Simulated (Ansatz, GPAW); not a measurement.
# A 3-layer slab of Pt(111): work function by functional and basis

Aim: the work function of both faces of a 3-layer slab of Pt(111), and its spread over functionals and bases.

Program: GPAW 26.7.0 and Ansatz 0.2.0. Level of theory: GPAW, PAW setups; slab in vacuum, in the first sound run; inputs show where later runs differ. Results are calculated unless marked as measured.

### 1. The structure

The cell holds 3 atoms: 3 Pt. Cell: a = 2.772 Å, b = 2.772 Å, c = 20.526 Å, α = 90.0°, β = 90.0°, γ = 60.0°. Vacuum lies along c.

### 2. Relaxing the atoms

Forces are removed first; all later runs use this geometry. The lowest 1 atoms are held at bulk positions and keep their forces.

run.py

```python
import json
import numpy as np
from ase import Atoms
from ase.constraints import FixAtoms
from ase.optimize import BFGS
from gpaw import GPAW, PW

slab = Atoms(
    ['Pt', 'Pt', 'Pt'],
    positions=[
        [1.38593, 0.80017, 8.00000],
        [2.77186, 1.60033, 10.26321],
        [0.00000, 0.00000, 12.52643]],
    cell=[[2.77186, 0.0, 0.0], [1.38593, 2.4005, 0.0], [0.0, 0.0, 20.52643]],
    pbc=[True, True, False])

slab.calc = GPAW(mode=PW(400), xc='PBE', kpts={'size': (13, 13, 1), 'gamma': True},
                 occupations={'name': 'fermi-dirac', 'width': 0.1}, nbands='140%',
                 convergence={'density': 0.0001}, maxiter=200,
                 poissonsolver={'dipolelayer': 'xy'},
                 symmetry={'tolerance': 1e-3, 'extra_ids': [1, 0, 0]}, txt='slab.txt')
result = {}
slab.set_constraint(FixAtoms([0]))
path = []
opt = BFGS(slab, maxstep=0.2)
opt.attach(lambda: path.append((slab.get_potential_energy(), slab.positions.tolist(), slab.get_forces().tolist())))
result['relaxed'] = bool(opt.run(fmax=0.05, steps=30))
result['path'] = path
energy = slab.get_potential_energy()
fermi = slab.calc.get_fermi_level()
v = slab.calc.get_electrostatic_potential().mean((0, 1)) - fermi
n = slab.calc.get_pseudo_density().mean((0, 1))
L = slab.cell[2, 2]
z = np.arange(len(v)) * L / len(v)
low, high = slab.positions[:, 2].min(), slab.positions[:, 2].max()
below, above = np.interp([low - 5.8, high + 5.8], z, v)
slopes = [np.interp(x, z, np.gradient(v, z)) for x in (low - 5.8, high + 5.8)]
eps = np.array([[slab.calc.get_eigenvalues(k, s) for k in range(len(slab.calc.get_ibz_k_points()))]
                for s in range(slab.calc.get_number_of_spins())]) - fermi
top, bottom = eps[eps < 0].max(), eps[eps > 0].min()
dipole = slab.get_dipole_moment()[2]
print(f'energy {energy:.4f} eV, Fermi level {fermi:.4f} eV, dipole {dipole:.5f} e A')
print(f'potential 5.8 A off the faces, from the Fermi level: lower {below:.4f} eV, upper {above:.4f} eV')
print(f'slope of the potential there: lower {slopes[0]:.5f}, upper {slopes[1]:.5f} eV/A')
print(f'nearest levels on the mesh: {top:.4f} and {bottom:.4f} eV')
print('magnetic moment', round(slab.get_magnetic_moment(), 3))
result.update(energy=energy, fermi=fermi, dipole=dipole, below=below, above=above, slopes=slopes, edges=[top, bottom],
              z=z.tolist(), v=v.tolist(), n=n.tolist(), positions=slab.positions.tolist(),
              forces=slab.get_forces(apply_constraint=False).tolist(), moments=slab.get_magnetic_moments().tolist())
json.dump(result, open('result.json', 'w'))
```

The run is started by

```console
$ OMP_NUM_THREADS=1 OPENBLAS_NUM_THREADS=1 python run.py
```

Output:

```text
Step          Energy          fmax
BFGS:    0      -18.066536        0.508764
BFGS:    1      -18.070064        0.464271
BFGS:    2      -18.090639        0.474099
BFGS:    3      -18.093713        0.445737
BFGS:    4      -18.105816        0.108390
BFGS:    5      -18.106473        0.030483
energy -18.0165 eV, Fermi level 0.0935 eV, dipole -0.00108 e A
potential 5.8 A off the faces, from the Fermi level: lower 5.7562 eV, upper 5.7577 eV
slope of the potential there: lower 0.00026, upper -0.00016 eV/A
nearest levels on the mesh: -0.0223 and 0.0543 eV
magnetic moment 0.0
```

Elapsed: 2.5 min, on 1 thread of Intel Xeon Platinum 8488C (Sapphire Rapids), shared host; peak memory 0.19 GiB.

Relaxation path:

| step | energy less that of the first step (eV) | largest force (eV/Å) |
| --- | --- | --- |
| 1 | 0.0000 | 0.5088 |
| 2 | -0.0037 | 0.4643 |
| 3 | -0.0263 | 0.4741 |
| 4 | -0.0297 | 0.4457 |
| 5 | -0.0439 | 0.1084 |
| 6 | -0.0444 | 0.0305 |

The atoms that moved most (Å):

| atom | dx | dy | dz | length |
| --- | --- | --- | --- | --- |
| Pt3 | 0.000 | 0.000 | 0.169 | 0.169 |
| Pt2 | 0.000 | 0.000 | 0.082 | 0.082 |

Final coordinates:

```cif
data_structure
_symmetry_space_group_name_H-M 'P 1'
_symmetry_Int_Tables_number 1
_cell_length_a 2.7719
_cell_length_b 2.7719
_cell_length_c 20.5264
_cell_angle_alpha 90.000
_cell_angle_beta 90.000
_cell_angle_gamma 60.000
_cell_volume 136.58
loop_
_atom_site_label
_atom_site_type_symbol
_atom_site_fract_x
_atom_site_fract_y
_atom_site_fract_z
_atom_site_occupancy
Pt1 Pt 0.33333 0.33333 0.38974 1
Pt2 Pt 0.66667 0.66667 0.50397 1
Pt3 Pt 0.00000 0.00000 0.61848 1
```

This step gave:

- dipole along the normal: -0.001076 e·Å
- levels nearest the Fermi level on the mesh: -0.02232, 0.05430 eV from the Fermi level
- upper work function: 5.758 eV
- lower work function: 5.756 eV

The electrostatic potential energy of an electron (without an applied field's), less the Fermi level, planar mean by z:

| z (Å) | electrostatic potential energy of an electron (without an applied field's), less the Fermi level, planar mean (eV) |
| --- | --- |
| 0.0 | 5.76 |
| 0.5 | 5.76 |
| 1.0 | 5.76 |
| 1.5 | 5.76 |
| 2.0 | 5.76 |
| 2.5 | 5.76 |
| 3.0 | 5.76 |
| 3.5 | 5.76 |
| 4.0 | 5.76 |
| 4.5 | 5.75 |
| 5.0 | 5.74 |
| 5.5 | 5.69 |
| 6.0 | 5.50 |
| 6.5 | 4.66 |
| 7.0 | 1.07 |
| 7.5 | -12.1 |
| 8.0 | -26.8 |
| 8.5 | -12.5 |
| 9.0 | -0.201 |
| 9.5 | -2.52 |
| 10.0 | -18.8 |
| 10.5 | -25.0 |
| 11.0 | -7.21 |
| 11.5 | 0.497 |
| 12.0 | -5.76 |
| 12.5 | -23.9 |
| 13.0 | -20.0 |
| 13.5 | -2.44 |
| 14.0 | 3.85 |
| 14.5 | 5.30 |
| 15.0 | 5.65 |
| 15.5 | 5.73 |
| 16.0 | 5.75 |
| 16.5 | 5.76 |
| 17.0 | 5.76 |
| 17.5 | 5.76 |
| 18.0 | 5.76 |
| 18.5 | 5.76 |
| 19.0 | 5.76 |
| 19.5 | 5.76 |
| 20.0 | 5.76 |

Pseudo valence density, planar mean against z:

z (Å), pseudo valence density, planar mean (e/Å³) and a bar:
```
      4.5       0.00 
      5.0       0.00 
      5.5       0.00 
      6.0       0.01 
      6.5       0.05 #
      7.0       0.23 ###
      7.5       0.94 ############
      8.0       2.28 ##############################
      8.5       0.97 #############
      9.0       0.33 ####
      9.5       0.41 #####
     10.0       1.47 ###################
     10.5       2.14 ############################
     11.0       0.63 ########
     11.5       0.29 ####
     12.0       0.57 ########
     12.5       1.96 ##########################
     13.0       1.59 #####################
     13.5       0.39 #####
     14.0       0.09 #
     14.5       0.02 
     15.0       0.00 
     15.5       0.00 
     16.0       0.00 
     16.5       0.00
```

The relaxation lowered the energy of the cell by 0.0444 eV (energies extrapolated to zero smearing; the optimiser's log prints free energies). The largest force left on a free atom is 0.030 eV/Å.

### 3. Plane waves, PBE

The work function is the vacuum plateau of the electrostatic potential less the Fermi level; a dipole layer lets the two faces have plateaus of their own.

Changes to run.py since step 2:

```diff
@@ -3,4 +3,2 @@
 from ase import Atoms
-from ase.constraints import FixAtoms
-from ase.optimize import BFGS
 from gpaw import GPAW, PW
@@ -11,4 +9,4 @@
         [1.38593, 0.80017, 8.00000],
-        [2.77186, 1.60033, 10.26321],
-        [0.00000, 0.00000, 12.52643]],
+        [2.77186, 1.60033, 10.34477],
+        [0.00000, -0.00000, 12.69514]],
     cell=[[2.77186, 0.0, 0.0], [1.38593, 2.4005, 0.0], [0.0, 0.0, 20.52643]],
@@ -18,12 +16,6 @@
                  occupations={'name': 'fermi-dirac', 'width': 0.1}, nbands='140%',
-                 convergence={'density': 0.0001}, maxiter=200,
+                 convergence={'density': 1e-05}, maxiter=200,
                  poissonsolver={'dipolelayer': 'xy'},
-                 symmetry={'tolerance': 1e-3, 'extra_ids': [1, 0, 0]}, txt='slab.txt')
+                 symmetry={'tolerance': 1e-3}, txt='slab.txt')
 result = {}
-slab.set_constraint(FixAtoms([0]))
-path = []
-opt = BFGS(slab, maxstep=0.2)
-opt.attach(lambda: path.append((slab.get_potential_energy(), slab.positions.tolist(), slab.get_forces().tolist())))
-result['relaxed'] = bool(opt.run(fmax=0.05, steps=30))
-result['path'] = path
 energy = slab.get_potential_energy()
```

Output:

```text
energy -18.0165 eV, Fermi level 0.0937 eV, dipole -0.00001 e A
potential 5.8 A off the faces, from the Fermi level: lower 5.7563 eV, upper 5.7580 eV
slope of the potential there: lower -0.00004, upper 0.00012 eV/A
nearest levels on the mesh: -0.0223 and 0.0542 eV
magnetic moment 0.0
```

Wall time 34 s (1 thread); peak memory 0.19 GiB.

Numbers from this step:

```yaml
dipole_along_the_normal: -8.02e-6 e·Å
levels_nearest_the_fermi_level_on_the_mesh: -0.02230, 0.05424 eV from the Fermi level
```

Table of electrostatic potential energy of an electron (without an applied field's), less the Fermi level, planar mean by z:

| z (Å) | electrostatic potential energy of an electron (without an applied field's), less the Fermi level, planar mean (eV) |
| --- | --- |
| 0 | 5.76 |
| 1 | 5.76 |
| 2 | 5.76 |
| 3 | 5.76 |
| 4 | 5.76 |
| 5 | 5.74 |
| 6 | 5.50 |
| 7 | 1.07 |
| 8 | -26.8 |
| 9 | -0.202 |
| 10 | -18.8 |
| 11 | -7.21 |
| 12 | -5.76 |
| 13 | -20.0 |
| 14 | 3.85 |
| 15 | 5.65 |
| 16 | 5.75 |
| 17 | 5.76 |
| 18 | 5.76 |
| 19 | 5.76 |
| 20 | 5.76 |

The pseudo valence density, planar mean oscillates, so the rows of the table below give means over windows of 1 Å about each position, cut where the curve ends. Its maxima inside the range that stand out by 2 % of the span (Å: e/Å³): 7.9: 2.31, 10.3: 2.34, 12.6: 2.32. Its minima: 9.2: 0.284, 11.5: 0.283.

Pseudo valence density, planar mean against z; means over each step:

z (Å), pseudo valence density, planar mean (e/Å³) and a bar:
```
        4       0.00 
        5       0.00 
        6       0.02 
        7       0.32 #####
        8       1.73 ##############################
        9       0.45 ########
       10       1.43 #########################
       11       0.85 ###############
       12       0.80 ##############
       13       1.48 ##########################
       14       0.13 ##
       15       0.01 
       16       0.00 
       17       0.00
```

The potential is flat to 1.2e-4 eV/Å where it is read, so the vacuum is wide enough.

### 4. OptPBE vdW: xc = "optPBE-vdW"

The same geometry under optPBE-vdW, to see how far the functional moves the levels against the vacuum (the van der Waals functionals take revPBE setups).

Changes to run.py since step 3:

```diff
@@ -14,3 +14,3 @@
 
-slab.calc = GPAW(mode=PW(400), xc='PBE', kpts={'size': (13, 13, 1), 'gamma': True},
+slab.calc = GPAW(mode=PW(400), xc='optPBE-vdW', kpts={'size': (13, 13, 1), 'gamma': True},
                  occupations={'name': 'fermi-dirac', 'width': 0.1}, nbands='140%',
```

Output:

```text
energy -66.9212 eV, Fermi level -0.0156 eV, dipole -0.00005 e A
potential 5.8 A off the faces, from the Fermi level: lower 5.9088 eV, upper 5.9116 eV
slope of the potential there: lower -0.00006, upper 0.00014 eV/A
nearest levels on the mesh: -0.0234 and 0.0491 eV
magnetic moment 0.0
```

Run time: 43 s. Hardware: 1 thread; peak memory 0.29 GiB.

This step gave:

```
dipole along the normal                    : -4.82e-5 e·Å
levels nearest the Fermi level on the mesh : -0.02342, 0.04907 eV from the Fermi level
upper work function                        : 5.912 eV
lower work function                        : 5.909 eV
```

Electrostatic potential energy of an electron (without an applied field's), less the Fermi level, planar mean against z:

| z (Å) | electrostatic potential energy of an electron (without an applied field's), less the Fermi level, planar mean (eV) |
| --- | --- |
| 0.0 | 5.91 |
| 0.5 | 5.91 |
| 1.0 | 5.91 |
| 1.5 | 5.91 |
| 2.0 | 5.91 |
| 2.5 | 5.91 |
| 3.0 | 5.91 |
| 3.5 | 5.91 |
| 4.0 | 5.91 |
| 4.5 | 5.90 |
| 5.0 | 5.89 |
| 5.5 | 5.83 |
| 6.0 | 5.60 |
| 6.5 | 4.72 |
| 7.0 | 1.10 |
| 7.5 | -12.1 |
| 8.0 | -26.6 |
| 8.5 | -12.4 |
| 9.0 | -0.279 |
| 9.5 | -2.56 |
| 10.0 | -18.7 |
| 10.5 | -24.9 |
| 11.0 | -7.19 |
| 11.5 | 0.411 |
| 12.0 | -5.77 |
| 12.5 | -23.8 |
| 13.0 | -19.8 |
| 13.5 | -2.40 |
| 14.0 | 3.89 |
| 14.5 | 5.39 |
| 15.0 | 5.77 |
| 15.5 | 5.88 |
| 16.0 | 5.90 |
| 16.5 | 5.91 |
| 17.0 | 5.91 |
| 17.5 | 5.91 |
| 18.0 | 5.91 |
| 18.5 | 5.91 |
| 19.0 | 5.91 |
| 19.5 | 5.91 |
| 20.0 | 5.91 |

The pseudo valence density, planar mean by z:

z (Å), pseudo valence density, planar mean (e/Å³) and a bar:
```
      4.5       0.00 
      5.0       0.00 
      5.5       0.00 
      6.0       0.01 
      6.5       0.05 #
      7.0       0.23 ###
      7.5       0.93 ############
      8.0       2.28 ##############################
      8.5       0.97 #############
      9.0       0.32 ####
      9.5       0.41 #####
     10.0       1.47 ###################
     10.5       2.15 ############################
     11.0       0.63 ########
     11.5       0.29 ####
     12.0       0.57 ########
     12.5       1.96 ##########################
     13.0       1.59 #####################
     13.5       0.39 #####
     14.0       0.09 #
     14.5       0.02 
     15.0       0.01 
     15.5       0.00 
     16.0       0.00 
     16.5       0.00
```

Force by atom:

| atom | x (eV/Å) | y (eV/Å) | z (eV/Å) | size |
| --- | --- | --- | --- | --- |
| Pt1 | 0.000 | 0.000 | -0.410 | 0.410 |
| Pt2 | 0.000 | 0.000 | 0.034 | 0.034 |
| Pt3 | 0.000 | 0.000 | 0.376 | 0.376 |

The upper face's work function is 5.912 eV, against 5.758 eV in the first plane-wave PBE run at this geometry.

### 5. Self-consistent run: xc = "revPBE"

The same geometry under revPBE, to see how far the functional moves the levels against the vacuum.

Changes to run.py since step 4:

```diff
@@ -14,3 +14,3 @@
 
-slab.calc = GPAW(mode=PW(400), xc='optPBE-vdW', kpts={'size': (13, 13, 1), 'gamma': True},
+slab.calc = GPAW(mode=PW(400), xc='revPBE', kpts={'size': (13, 13, 1), 'gamma': True},
                  occupations={'name': 'fermi-dirac', 'width': 0.1}, nbands='140%',
```

Output:

```text
energy -16.5866 eV, Fermi level 0.2015 eV, dipole -0.00002 e A
potential 5.8 A off the faces, from the Fermi level: lower 5.6180 eV, upper 5.6201 eV
slope of the potential there: lower -0.00005, upper 0.00012 eV/A
nearest levels on the mesh: -0.0217 and 0.0557 eV
magnetic moment 0.0
```

Wall time 35 s (1 thread); peak memory 0.19 GiB.

This step gave:

* dipole along the normal: -2.31e-5 e·Å
* levels nearest the Fermi level on the mesh: -0.02173, 0.05572 eV from the Fermi level
* upper work function: 5.620 eV
* lower work function: 5.618 eV

The upper face's work function is 5.620 eV, against 5.758 eV in the first plane-wave PBE run at this geometry.

### 6. Self-consistent run: xc = "RPBE"

The same geometry under RPBE, to see how far the functional moves the levels against the vacuum.

Changes to run.py since step 5:

```diff
@@ -14,3 +14,3 @@
 
-slab.calc = GPAW(mode=PW(400), xc='revPBE', kpts={'size': (13, 13, 1), 'gamma': True},
+slab.calc = GPAW(mode=PW(400), xc='RPBE', kpts={'size': (13, 13, 1), 'gamma': True},
                  occupations={'name': 'fermi-dirac', 'width': 0.1}, nbands='140%',
```

Output:

```text
energy -16.2629 eV, Fermi level 0.2230 eV, dipole -0.00002 e A
potential 5.8 A off the faces, from the Fermi level: lower 5.5988 eV, upper 5.6008 eV
slope of the potential there: lower -0.00005, upper 0.00012 eV/A
nearest levels on the mesh: -0.0213 and 0.0562 eV
magnetic moment 0.0
```

It took 34 s on 1 thread; peak memory 0.19 GiB.

Numbers from this step:

- dipole along the normal: -1.83e-5 e·Å
- levels nearest the Fermi level on the mesh: -0.02128, 0.05624 eV from the Fermi level
- upper work function: 5.601 eV
- lower work function: 5.599 eV

The upper face's work function is 5.601 eV, against 5.758 eV in the first plane-wave PBE run at this geometry.

### 7. Real-space grid: mode = "fd"

A real-space grid is a second complete basis, so it checks the plane-wave result.

Changes to run.py since step 6:

```diff
@@ -3,3 +3,3 @@
 from ase import Atoms
-from gpaw import GPAW, PW
+from gpaw import GPAW
 
@@ -14,3 +14,3 @@
 
-slab.calc = GPAW(mode=PW(400), xc='RPBE', kpts={'size': (13, 13, 1), 'gamma': True},
+slab.calc = GPAW(mode='fd', h=0.18, xc='PBE', kpts={'size': (13, 13, 1), 'gamma': True},
                  occupations={'name': 'fermi-dirac', 'width': 0.1}, nbands='140%',
```

Output:

```text
energy -18.2511 eV, Fermi level -5.7567 eV, dipole -0.00001 e A
potential 5.8 A off the faces, from the Fermi level: lower 5.7561 eV, upper 5.7572 eV
slope of the potential there: lower -0.00002, upper 0.00001 eV/A
nearest levels on the mesh: -0.0209 and 0.0520 eV
magnetic moment 0.0
```

Wall time 2.5 min (1 thread); peak memory 0.46 GiB.

Numbers from this step:

| Property | Result |
| --- | --- |
| dipole along the normal | -1.47e-5 e·Å |
| levels nearest the Fermi level on the mesh | -0.02092, 0.05202 eV from the Fermi level |
| upper work function | 5.757 eV |
| lower work function | 5.756 eV |

The upper face's work function is 5.757 eV, against 5.758 eV in the first plane-wave PBE run at this geometry.

### 8. Atomic orbitals: mode = "lcao"

Atom-centred orbitals end a few angstrom from the surface, which tests how much the density's tail matters.

Changes to run.py since step 7:

```diff
@@ -14,4 +14,4 @@
 
-slab.calc = GPAW(mode='fd', h=0.18, xc='PBE', kpts={'size': (13, 13, 1), 'gamma': True},
-                 occupations={'name': 'fermi-dirac', 'width': 0.1}, nbands='140%',
+slab.calc = GPAW(mode='lcao', basis='dzp', h=0.18, xc='PBE', kpts={'size': (13, 13, 1), 'gamma': True},
+                 occupations={'name': 'fermi-dirac', 'width': 0.1}, nbands='120%',
                  convergence={'density': 1e-05}, maxiter=200,
```

Output:

```text
energy -16.4233 eV, Fermi level -5.8336 eV, dipole -0.00001 e A
potential 5.8 A off the faces, from the Fermi level: lower 5.8331 eV, upper 5.8341 eV
slope of the potential there: lower -0.00001, upper 0.00001 eV/A
nearest levels on the mesh: -0.0226 and 0.0361 eV
magnetic moment 0.0
```

Wall time 7.5 min (1 thread); peak memory 0.25 GiB.

Numbers from this step:

```
dipole along the normal                    : -1.25e-5 e·Å
levels nearest the Fermi level on the mesh : -0.02258, 0.03614 eV from the Fermi level
upper work function                        : 5.834 eV
lower work function                        : 5.833 eV
```

The upper face's work function is 5.834 eV, against 5.758 eV in the first plane-wave PBE run at this geometry.

### 9. The ladder

Times are for 1 thread of Intel Xeon Platinum 8488C (Sapphire Rapids), shared host. Results by setting:

| no. | run | upper work function (eV) | time | memory (GiB) |
| --- | --- | --- | --- | --- |
| 1 | pw | 5.758 | 34 s | 0.19 |
| 2 | optPBE vdW | 5.912 | 43 s | 0.29 |
| 3 | revPBE | 5.620 | 35 s | 0.19 |
| 4 | RPBE | 5.601 | 34 s | 0.19 |
| 5 | fd | 5.757 | 2.5 min | 0.46 |
| 6 | lcao | 5.834 | 7.5 min | 0.25 |

(Continued in part 2 of 2.)

[Logs are printed without paths, hosts, clocks, repeated set-up lines and the standing remarks that a program may print on its own settings, such as how far it seeks lower states.]

[Hosts, paths, dates, database ids (printed as entryN), source tags and the programs' standing remarks are cut or masked in the printed files.]
